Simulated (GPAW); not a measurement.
# MgI2 (P-3m1): refractive index against wavelength

The refractive index of MgI2 (P-3m1) along x below the direct gap (3.66 eV on the mesh) is read from one computed spectrum, n = √(Re ε). x, y and z are the Cartesian axes of the input cell.

Symmetry: P-3m1, No. 164, trigonal system. Conventional cell: a = 4.140 Å, b = 4.140 Å, c = 6.880 Å, α = 90.00°, β = 90.00°, γ = 120.00°. Around I on site d lie 3 Mg at 2.94 Å. Around Mg on site a lie 6 I at 2.94 Å.

Method: GPAW 26.7.0, PBE, RPA, k-mesh 9×9×5, local fields up to 50 eV, Lorentzian half width 0.15 eV.

Launch of the response step: `OMP_NUM_THREADS=1 python df.py`. The run took 6.5 min, its band step included, on 1 thread of Arm Neoverse V2, with other jobs on the host.

| wavelength (nm) | photon energy E (eV) | n |
| --- | --- | --- |
| 1550 | 0.800 | 2.0491 |
| 1310 | 0.946 | 2.0540 |
| 1064 | 1.165 | 2.0630 |
| 850 | 1.459 | 2.0786 |
| 700 | 1.771 | 2.1001 |
| 633 | 1.959 | ? |
| 532 | 2.331 | 2.1546 |

In the single-oscillator model n² − 1 = E₀E_d/(E₀² − E²), so 1/(n² − 1) = E₀/E_d − E²/(E₀E_d) is linear in E².

Working, on the rows shown:

| x = E² (eV²) | y = 1/(n² − 1) |
| --- | --- |
| 0.639837 | 0.312616 |
| 0.895757 | 0.310664 |
| 1.35784 | 0.307128 |
| 2.12762 | 0.301152 |
| 3.13716 | 0.293219 |
| 5.43137 | 0.274552 |

Means: x̄ = 2.2649, ȳ = 0.29989. Σ(x − x̄)(y − ȳ) = -0.1282, Σ(x − x̄)² = 16.14. Slope = -0.1282 / 16.14 = -0.007942; intercept = ȳ − slope · x̄ = 0.31788. Turned back into n, the line misses the rows shown by at most 0.00071.

Task: Fill in the last column of the withheld row.

Result: At x = 3.8364 the line gives y = 0.28741, that is 2.1165. The run gave 2.1158, so the interpolation is off by 0.00065, 0.6 % of the range in the table.

Refitted with all rows, the slope is -0.007925 and the intercept 0.31787. These give E₀ = √(intercept/−slope) = 6.33 eV and E_d = E₀/intercept = 19.9 eV; E₀ is 1.7 times the direct gap. The electronic limit at long wavelengths, without lattice vibrations, is n = √(1 + 1/intercept) = 2.036. The cell comes from an older database entry, whose edges can be off by a per cent or so. Excitons are left out; PBE gaps are as a rule too small. The values come from a sum over the points of one k-mesh and carry its error, which grows as the direct gap shrinks. Spin-orbit coupling is left out.
